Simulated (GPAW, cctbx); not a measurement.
# VZnGaSe4: the scripts behind a bonding study

Short scripts, each with its output. The cell comes from substitution in a known structure type and wasn't matched to any measured phase.

### 1. Relax the structure

```text
cell
1.0
     5.571000000    0.000000000    0.000000000
     0.000000000    5.571000000    0.000000000
    -2.785500000   -2.785500000    5.389500000
Se Ga Zn V
4 1 1 1
Direct
0.366500000 0.405100000 0.269400000
0.594900000 0.097100000 0.730600000
0.902900000 0.864300000 0.269400000
0.135700000 0.633500000 0.730600000
0.000000000 0.000000000 0.000000000
0.500000000 0.500000000 0.000000000
0.750000000 0.250000000 0.500000000
```

```python
from ase.constraints import FixSymmetry
from ase.filters import FrechetCellFilter
from ase.io import read, write
from ase.optimize import BFGS
from ase.parallel import parprint
from gpaw import GPAW, PW, FermiDirac

atoms = read("start.vasp")
atoms.set_initial_magnetic_moments([0, 0, 0, 0, 0, 0, 2])
atoms.set_constraint(FixSymmetry(atoms))
atoms.calc = GPAW(mode=PW(570), xc="PBE", kpts={"size": (3, 3, 3), "gamma": True},
                 occupations=FermiDirac(0.05), maxiter=120, symmetry={"tolerance": 1e-5}, txt="relax.txt")
BFGS(FrechetCellFilter(atoms), maxstep=0.15).run(fmax=0.03, steps=40)
parprint("cell  %.4f %.4f %.4f  %.2f %.2f %.2f" % tuple(atoms.cell.cellpar()))
parprint("volume %.3f A^3, largest force %.3f eV/A, largest stress %.2f GPa" % (atoms.get_volume(), abs(atoms.get_forces()).max(), 160.218 * abs(atoms.get_stress()).max()))
atoms.set_constraint()
write("relaxed.vasp", atoms, direct=True)
```

```console
$ OMP_NUM_THREADS=1 mpirun -n 4 gpaw python run.py > gpaw.log
```

```text
gpts.py:43: UserWarning: Initial realspace grid (32,32,40) inconsistent with symmetries.
gpts.py:43: UserWarning: Initial realspace grid (32,32,40) inconsistent with symmetries.
gpts.py:43: UserWarning: Initial realspace grid (32,32,40) inconsistent with symmetries.
gpts.py:43: UserWarning: Initial realspace grid (32,32,40) inconsistent with symmetries.
gpts.py:70: UserWarning: Using symmetrized grid: (40,40,40).
gpts.py:70: UserWarning: Using symmetrized grid: (40,40,40).
gpts.py:70: UserWarning: Using symmetrized grid: (40,40,40).
gpts.py:70: UserWarning: Using symmetrized grid: (40,40,40).
            Step        Energy          fmax
BFGS:    0      -30.310411        0.409146
BFGS:    1      -30.321876        0.359730
BFGS:    2      -30.371966        0.222496
BFGS:    3      -30.375402        0.214171
BFGS:    4      -30.419778        0.113481
BFGS:    5      -30.421292        0.107285
BFGS:    6      -30.423019        0.084302
BFGS:    7      -30.424942        0.071955
BFGS:    8      -30.425736        0.052746
BFGS:    9      -30.425938        0.037479
BFGS:   10      -30.426050        0.043898
BFGS:   11      -30.426313        0.056066
BFGS:   12      -30.426670        0.064828
BFGS:   13      -30.427293        0.073131
BFGS:   14      -30.427765        0.067845
BFGS:   15      -30.428145        0.055901
BFGS:   16      -30.428783        0.046689
BFGS:   17      -30.429383        0.030711
BFGS:   18      -30.429818        0.010986
cell  5.6312 5.6312 6.8985  114.09 114.09 90.00
volume 178.636 A^3, largest force 0.010 eV/A, largest stress 0.07 GPa
```

Time: 6.5 min on 4 cores of Arm Neoverse V1 (shared host), peak memory 2 GiB.

### 2. Build the all-electron density and subtract free atoms

```text
cell
1.0
     5.631247020    0.000000000    0.000000000
     0.000000000    5.631247020    0.000000000
    -2.815623510   -2.815623510    5.633255270
Se Ga Zn V
4 1 1 1
Direct
0.877523280 0.373362410 0.262858320
0.626637590 0.614664960 0.737141680
0.385335040 0.889495910 0.262858320
0.110504090 0.122476720 0.737141680
0.000000000 0.000000000 0.000000000
0.500000000 0.500000000 0.000000000
0.250000000 0.750000000 0.500000000
```

```python
import numpy as np
from ase.io import read
from ase.units import Bohr
from gpaw import GPAW, PW, FermiDirac
from gpaw.calculator import GPAW as OldGPAW
from gpaw.mpi import serial_comm, world
from scipy.special import erfc
from scipy.spatial import cKDTree

atoms = read("cell.vasp")
atoms.set_initial_magnetic_moments([0, 0, 0, 0, 0, 0, 2])
atoms.calc = GPAW(mode=PW(450), xc="PBE", kpts={"size": (4, 4, 4), "gamma": True},
                 occupations=FermiDirac(0.05), maxiter=120, symmetry={"tolerance": 1e-5}, txt="scf.txt")
atoms.get_potential_energy()
rho = atoms.calc.get_all_electron_density(gridrefinement=2)
moments = atoms.get_magnetic_moments() if atoms.calc.get_number_of_spins() == 2 else np.zeros(len(atoms))
total = atoms.get_magnetic_moment() if moments.any() else 0.0
if world.rank == 0:
    free = OldGPAW(mode=PW(450), xc="PBE", txt=None, communicator=serial_comm)
    neutral = atoms.copy()
    neutral.set_initial_magnetic_moments(None)
    free.initialize(neutral)
    free.set_positions(neutral)
    drho = rho - free.get_all_electron_density(gridrefinement=2)
    # GPAW starts from confined atoms: exchange their smooth part for that of the datasets' free atoms
    h = np.stack(np.meshgrid(*[np.fft.fftfreq(n, 1 / n) for n in drho.shape], indexing="ij"), -1)
    gabs = np.linalg.norm(h @ atoms.cell.reciprocal(), axis=-1)
    tails = np.fft.fftn(free.get_pseudo_density(gridrefinement=2))
    g, form, v0 = np.linspace(0, gabs.max(), 1500), {}, 0
    for e in set(atoms.symbols):
        idx = atoms.symbols.search(e)
        d = free.setups[idx[0]].data
        r, w = d.rgd.r_g * Bohr, d.rgd.r_g**2 * d.rgd.dr_g
        j0 = np.sinc(2 * g[:, None] * r)
        smooth = sum(f * p**2 for f, p in zip(d.f_j, d.phit_jg)) + np.sqrt(4 * np.pi) * d.nct_g
        full = sum(f * p**2 for f, p in zip(d.f_j, d.phi_jg)) + np.sqrt(4 * np.pi) * d.nc_g
        phase = sum(np.exp(-2j * np.pi * h @ s) for s in atoms.get_scaled_positions()[idx])
        tails -= np.interp(gabs, g, j0 @ (smooth * w)) * phase * drho.size / atoms.get_volume()
        form[e] = j0 @ (full * w)
        v0 += 2 * np.pi / 3 * 14.3996 * (full * w * r**2).sum() * len(idx)  # V A^3
    tails *= 0.5 * erfc((gabs - 1.8) / 0.25)  # the tails differ at long wavelengths alone
    drho += np.fft.ifftn(tails).real  # crystal minus superposed spherical free atoms
    np.save("drho.npy", drho)
    dv = atoms.get_volume() / drho.size
    print("grid", drho.shape, " electrons %.3f" % (rho.sum() * dv), " moved by bonding %.3f e" % (abs(drho).sum() * dv / 2))
    pts = np.indices(drho.shape).reshape(3, -1).T / drho.shape @ atoms.cell
    shifts = (np.indices((3, 3, 3)).reshape(3, -1).T - 1) @ atoms.cell
    images = (atoms.positions[None] + shifts[:, None]).reshape(-1, 3)
    dist, idx = cKDTree(images).query(pts, k=4)
    out = drho.ravel()[dist[:, 0] > 0.5]
    print("deformation density beyond 0.5 A of the nuclei: max %.3f, min %.3f e/A^3" % (out.max(), out.min()))
    tie = dist < dist[:, :1] + 1e-4
    q = -np.bincount((idx % len(atoms))[tie], (drho.ravel()[:, None] / tie.sum(1, keepdims=True) * tie)[tie], len(atoms)) * dv
    print("atom        x       y       z   Voronoi charge  moment")
    for a, s, c, m in zip(atoms, atoms.get_scaled_positions(), q, moments):
        print("%-2s%-3d %7.4f %7.4f %7.4f %10.3f %10.2f" % (a.symbol, a.index + 1, *s, c, m))
    np.savez("free.npz", g=g, **form)
    print("mean inner potential of superposed free atoms %.3f V" % (v0 / atoms.get_volume()))
    print("total magnetic moment %.3f muB" % total)
```

```console
$ OMP_NUM_THREADS=1 mpirun -n 4 gpaw python run.py > gpaw.log
```

```text
gpts.py:43: UserWarning: Initial realspace grid (28,28,35) inconsistent with symmetries.
gpts.py:43: UserWarning: Initial realspace grid (28,28,35) inconsistent with symmetries.
gpts.py:43: UserWarning: Initial realspace grid (28,28,35) inconsistent with symmetries.
gpts.py:43: UserWarning: Initial realspace grid (28,28,35) inconsistent with symmetries.
gpts.py:70: UserWarning: Using symmetrized grid: (35,35,35).
gpts.py:70: UserWarning: Using symmetrized grid: (35,35,35).
gpts.py:70: UserWarning: Using symmetrized grid: (35,35,35).
gpts.py:70: UserWarning: Using symmetrized grid: (35,35,35).
grid (70, 70, 70)  electrons 220.000  moved by bonding 1.677 e
deformation density beyond 0.5 A of the nuclei: max 0.581, min -0.561 e/A^3
atom        x       y       z   Voronoi charge  moment
Se1    0.8775  0.3734  0.2629     -0.150      -0.03
Se2    0.6266  0.6147  0.7371     -0.150      -0.03
Se3    0.3853  0.8895  0.2629     -0.150      -0.03
Se4    0.1105  0.1225  0.7371     -0.150      -0.03
Ga5    0.0000  0.0000  0.0000      0.213       0.04
Zn6    0.5000  0.5000  0.0000      0.281       0.02
V 7    0.2500  0.7500  0.5000      0.108       1.76
mean inner potential of superposed free atoms 13.336 V
total magnetic moment 1.997 muB
```

Time: 47 s.

### 3. Fourier-transform the difference

```python
from cctbx import adptbx, crystal, miller, xray
from cctbx.eltbx import tiny_pse
import numpy as np

cs = crystal.symmetry(unit_cell=(5.6312, 5.6312, 11.2665, 90, 90, 90), space_group_symbol='Hall: I -4')  # I-4
atoms = [  # label, site, U (iso, or U11 U22 U33 U12 U13 U23 in A^2), occupancy
    ("Se1", (0.74609, 0.24193, 0.13143), 0.0000, 1),
    ("Ga1", (0, 0, 0), 0.0000, 1),
    ("Zn1", (0.5, 0.5, 0), 0.0000, 1),
    ("V1", (0, 0.5, 0.25), 0.0000, 1),
]
xs = xray.structure(crystal_symmetry=cs)
for label, site, u, occ in atoms:
    u = adptbx.u_cif_as_u_star(cs.unit_cell(), u) if isinstance(u, tuple) else u
    xs.add_scatterer(xray.scatterer(label, site=site, u=u, occupancy=occ))
xs.scattering_type_registry(table="wk1995")
drho = np.load("drho.npy")
T = np.array([[1, 0, 0], [0, 1, 0], [1, 1, 2]])  # conventional axes in terms of the primitive ones
dF = np.fft.ifftn(drho) * 357.27167  # electrons a conventional cell, indexed by primitive hkl
ms = miller.build_set(cs, anomalous_flag=False, d_min=0.9).sort("resolution")
iam = ms.structure_factors_from_scatterers(xs, algorithm="direct").f_calc()
p1 = xs.expand_to_p1()
z = np.array([tiny_pse.table(sc.scattering_type).atomic_number() for sc in p1.scatterers()])
x = np.array(p1.sites_frac())
free = np.load("free.npz")
print("static structure factors of the conventional cell: F in electrons, V (Mott-Bethe) in volts")
print("   h  k  l      d  |F| table  |F| free   |F| DFT   change   |V| free  |V| DFT  change %")
for h, d, table in list(zip(ms.indices(), ms.d_spacings().data(), iam.data()))[:16]:
    df = dF[tuple(np.rint(np.linalg.solve(T, h)).astype(int))]
    phase = np.exp(2j * np.pi * x @ h)
    f = sum(np.interp(1 / d, free["g"], free[sc.scattering_type]) * p for sc, p in zip(p1.scatterers(), phase))
    fz = (z * phase).sum()
    c = 14.3996 * d * d / (np.pi * cs.unit_cell().volume())
    v0, v1 = abs(fz - f) * c, abs(fz - f - df) * c
    print("%4d%3d%3d %7.4f %9.3f %9.3f %9.3f %8.3f %9.3f %8.3f %8s" % (h + (d, abs(table), abs(f), abs(f + df), abs(f + df) - abs(f), v0, v1, "%.1f" % (100 * (v1 / v0 - 1)) if v0 > 0.02 else "-")))
```

```console
$ python run.py
```

```text
static structure factors of the conventional cell: F in electrons, V (Mott-Bethe) in volts
   h  k  l      d  |F| table  |F| free   |F| DFT   change   |V| free  |V| DFT  change %
   0  0  2  5.6332    52.422    52.389    51.940   -0.449     0.675    0.857     27.1
   0  1  1  5.0371    34.238    34.306    34.524    0.218     1.441    1.369     -5.0
   1  1  0  3.9819    70.097    70.146    69.398   -0.748     1.122    1.274     13.6
   1  1  2  3.2516   271.179   271.265   272.356    1.091     6.421    6.276     -2.3
   0  1  3  3.1244    41.974    41.902    41.913    0.011     1.305    1.304     -0.1
   0  0  4  2.8166    83.320    83.677    84.296    0.619     1.708    1.645     -3.7
   0  2  0  2.8156    85.513    85.872    86.424    0.552     1.756    1.700     -3.2
   0  2  2  2.5185    81.911    81.868    81.644   -0.223     1.304    1.322      1.4
   1  2  1  2.4577    45.023    44.917    45.012    0.094     1.188    1.180     -0.7
   2  1  1  2.4577    37.418    37.259    37.129   -0.130     1.018    1.026      0.8
   1  1  4  2.2995    71.698    71.570    71.468   -0.102     1.122    1.128      0.5
   0  1  5  2.0920    37.972    37.840    37.886    0.047     0.938    0.935     -0.3
   1  2  3  2.0916    25.116    24.961    24.784   -0.177     0.684    0.692      1.2
   2  1  3  2.0916    33.901    33.825    33.602   -0.223     0.844    0.855      1.3
   0  2  4  1.9913   318.551   317.946   317.433   -0.513     5.986    6.012      0.4
   2  2  0  1.9909   320.491   319.885   319.381   -0.504     6.021    6.046      0.4
```

Time: 0.35 s on 1 core of Arm Neoverse V1 (shared host), peak memory 0.08 GiB.

[Outputs are excerpts: Python notices, other lines and further rows are left out; steps that failed or that the build refused (PBEsol, TPSS) are not shown.]

[Logs are printed without paths, hosts, clocks, repeated set-up lines and the standing remarks that a program may print on its own settings, such as how far it seeks lower states.]
